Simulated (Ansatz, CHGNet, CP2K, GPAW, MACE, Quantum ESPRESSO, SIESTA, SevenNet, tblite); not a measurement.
**Random packing of B74C26 (at. %) (103 atoms): other programs against plane waves**

Aim: forces, pressure of random packing of B74C26 (at. %) (103 atoms) at one geometry, from other programs and methods, against plane-wave PBE.

Results are calculated, not measured.

### 1. The cell

The cell holds 103 atoms (76 B and 27 C), with edges of 9.54, 9.54 and 9.54 Å. Recipe: 103 atoms (76 B, 27 C) packed at random in a cube at 2.19 g/cm³ and pushed apart as soft spheres; a start for melting by ab initio MD, not an equilibrated structure. Then every atom was moved at random, 0.05 Å r.m.s. a Cartesian component. The density is 2.19 g/cm³.

### 2. The reference input

Quantum ESPRESSO 7.5: Kohn-Sham DFT, PBE, SSSP efficiency 1.3.0 pseudopotentials, plane waves. Its input, pw.in:

```
&control
  calculation = 'scf'
  pseudo_dir = './pseudo'
  outdir = './tmp'
  disk_io = 'none'
  tprnfor = .true.
  tstress = .true.
/
&system
  ibrav = 0
  nat = 103
  ntyp = 2
  ecutwfc = 45
  ecutrho = 360
  nosym = .true.
  occupations = 'smearing'
  smearing = 'fd'
  degauss = 0.003675
/
&electrons
  conv_thr = 5.2e-07
  electron_maxstep = 100
  mixing_beta = 0.2
  mixing_mode = 'local-TF'
  diagonalization = 'david'
/
ATOMIC_SPECIES
B 10.810 B.upf
C 12.011 C.upf
CELL_PARAMETERS angstrom
9.54210 0.00000 0.00000
0.00000 9.54210 0.00000
0.00000 0.00000 9.54210
ATOMIC_POSITIONS crystal
B 0.48294 0.49808 0.15869
B 0.67105 0.04781 0.09619
B 0.72920 0.60452 0.15249
B 0.60227 0.72025 0.24590
[... 97 atom lines left out ...]
C 0.06908 0.80363 0.56384
C 0.55448 0.52840 0.35878
K_POINTS gamma
```

```console
$ OMP_NUM_THREADS=1 mpirun -np 2 pw.x -in pw.in > output.txt
```

The job ended after 3.2 min (2 MPI ranks of Arm Neoverse N1, shared host; peak memory 1.8 GiB; 6.4 min of CPU time).

It converged with an r.m.s. force component of 1.3 eV/Å and a pressure of -22 GPa.

### 3. The other programs

- CHGNet: machine-learned potential, published weights.
- CP2K 2026.2: Gaussian basis with GTH pseudopotentials and a plane-wave density; labels give functional, basis (MOLOPT sets; SR short-range, UZH the newer set with its own potentials), grid cutoff/relative cutoff and solver (OT: orbital transformation; TRS4, TC2, SIGN: linear-scaling purification with its sparsity filter), or its built-in tight binding.
- GPAW 26.7.0: PAW with atomic orbitals (LCAO), plane waves or a real-space grid of spacing h.
- MACE: machine-learned potential, published weights.
- Quantum ESPRESSO 7.5: plane waves; labels (QE) give functional, pseudopotential set and cutoffs of waves/density.
- SIESTA 5.4.2: numerical atomic orbitals, whose automatically made sets are far from complete, with PseudoDojo norm-conserving potentials that we converted to its format (checked against plane waves on the same files for H, C, O, Si, Ge and Ca alone); labels give functional, basis size, energy shift and mesh cutoff.
- SevenNet: machine-learned potential, published weights.
- tblite 0.8.0: extended tight binding, driven from Python.

All use the same cell and atoms, and the electronic-structure runs the same k-mesh.

### 4. All runs compared

Differences are against the reference: forces as r.m.s. over components, share as that over the reference's r.m.s. force, slope as the fitted ratio of a run's forces to the reference's.

```
                                                         run  Δ force, r.m.s. (meV/Å)  share (%)  slope  Δ pressure (GPa)  cores  CPU time  memory (GiB)
                                                   reference                        -          -      -                 -      2   6.4 min           1.8
                                      CHGNet 0.3.0 potential                      681       50.7  0.920             0.379      1     7.9 s           2.5
              CP2K PBE, DZVP-UZH, 450/50 Ry, diagonalisation                     47.5       3.54  1.012             0.604      4    21 min           2.7
CP2K PBE, SZV-MOLOPT-SR, 450/50 Ry, diagonalisation (coarse)                      670       49.9  1.371              6.21      1     6 min           1.7
                                 GPAW PBE, LCAO dzp, h 0.2 Å                      147       10.9  1.033                 -      2    23 min           1.6
                    GPAW PBE, LCAO sz(dzp), h 0.2 Å (coarse)                      862       64.2  1.116                 -      1   3.2 min          0.75
                                 MACE MP-0b2 small potential                      701       52.2  0.924             -6.20      1      10 s          0.74
             QE PBE+D3(BJ), sssp-1.3.0-efficiency, 45/360 Ry                      132       9.82  0.968            -0.158      2   6.4 min           1.8
         SIESTA PBE, DZ, shift 0.01 Ry, mesh 300 Ry (coarse)                      290       21.6  1.056              6.55      2   5.2 min          0.95
                 SIESTA PBE, DZP, shift 0.01 Ry, mesh 300 Ry                      179       13.3  1.049              2.12      2    18 min           1.6
        SIESTA PBE, SZP, shift 0.01 Ry, mesh 300 Ry (coarse)                      663       49.3  1.091              11.5      2    14 min           1.4
                                     SevenNet l3i5 potential                      646       48.1  0.967             -1.55      1      22 s           2.3
                                             tblite GFN1-xTB                      686       51.1  1.052              5.54      1     4.8 s          0.11
```

Rows marked coarse use a setting chosen to be so.

Times of the machine-learned potentials are mostly Python's start and the loading of weights.

CPU time is summed over cores on shared hosts, so it is rough.

### 5. Findings

Forces lie from 3.5 % (CP2K PBE, DZVP-UZH, 450/50 Ry, diagonalisation) to 64 % (GPAW PBE, LCAO sz(dzp), h 0.2 Å, coarse) of the reference's r.m.s. force of 1.3 eV/Å away from it. The PBE runs in local orbitals, coarse settings apart, differ by 3.5 % (CP2K PBE, DZVP-UZH, 450/50 Ry, diagonalisation) to 13 % (SIESTA PBE, DZP, shift 0.01 Ry, mesh 300 Ry); basis, grid and potentials can all enter. Tight binding differs by 51 % (tblite GFN1-xTB); it is another model, with fitted parameters of its own, and the xTB methods hold dispersion. Machine-learned potentials differ by 48 % (SevenNet l3i5 potential) to 52 % (MACE MP-0b2 small potential); they were trained on other programs' data.

In the reference's own program, potentials and cutoffs, a change of model alone moves forces by 9.8 % (QE PBE+D3(BJ), sssp-1.3.0-efficiency, 45/360 Ry). Runs with settings chosen to be coarse differ by 22 % (SIESTA PBE, DZ, shift 0.01 Ry, mesh 300 Ry) to 64 % (GPAW PBE, LCAO sz(dzp), h 0.2 Å), their programs' other errors included. CP2K PBE, SZV-MOLOPT-SR, 450/50 Ry, diagonalisation stiffens the forces by a factor of 1.37 while following their directions (correlation 0.972); the slopes of the 2 CP2K runs lie between 1.01 and 1.37. Pressures at PBE, coarse settings apart, lie +0.60 to +2.12 GPa from the reference's.

**Limits.** Periodic xTB results under one method name differ between programs and library versions. The reference's pressure holds the uncorrected Pulay stress of its 45 Ry basis, so small pressure differences, may be the reference's own error. Machine-learned potentials mimic data converged in k, so the reference's own k-point error enters their differences. The reference's stress is far from hydrostatic: its diagonal is -18.4, -21.0, -25.9 GPa, compression counted positive. The electronic-structure runs sample only Γ, in a cell whose shortest periodic width is 10 Å, which is coarse for a cell with partly filled levels. The reference's pressure of -22 GPa reflects the volume that the recipe set, positions that aren't this level's minimum and the basis. The reference has no spin polarisation, so local moments can't form. Where levels are smeared, the DFT runs use Fermi–Dirac occupations at 580 K (0.05 eV), and energies are free energies. The atoms were displaced at random, and shares hang on the size of the forces that this gives. The reference's cutoffs and mesh weren't converged further here.

[Long decimals in the printed logs are rounded to 6 places.]

[Logs are printed without paths, hosts, clocks, repeated set-up lines and the standing remarks that a program may print on its own settings, such as how far it seeks lower states.]

[Hosts, paths, dates, database ids (printed as entryN), source tags and the programs' standing remarks are cut or masked in the printed files.]

[Only finished runs are shown, without SIESTA runs on faulty potentials for Cu, Fe, Ni or Zn; cells were taken only where this reference lay near another plane-wave run.]
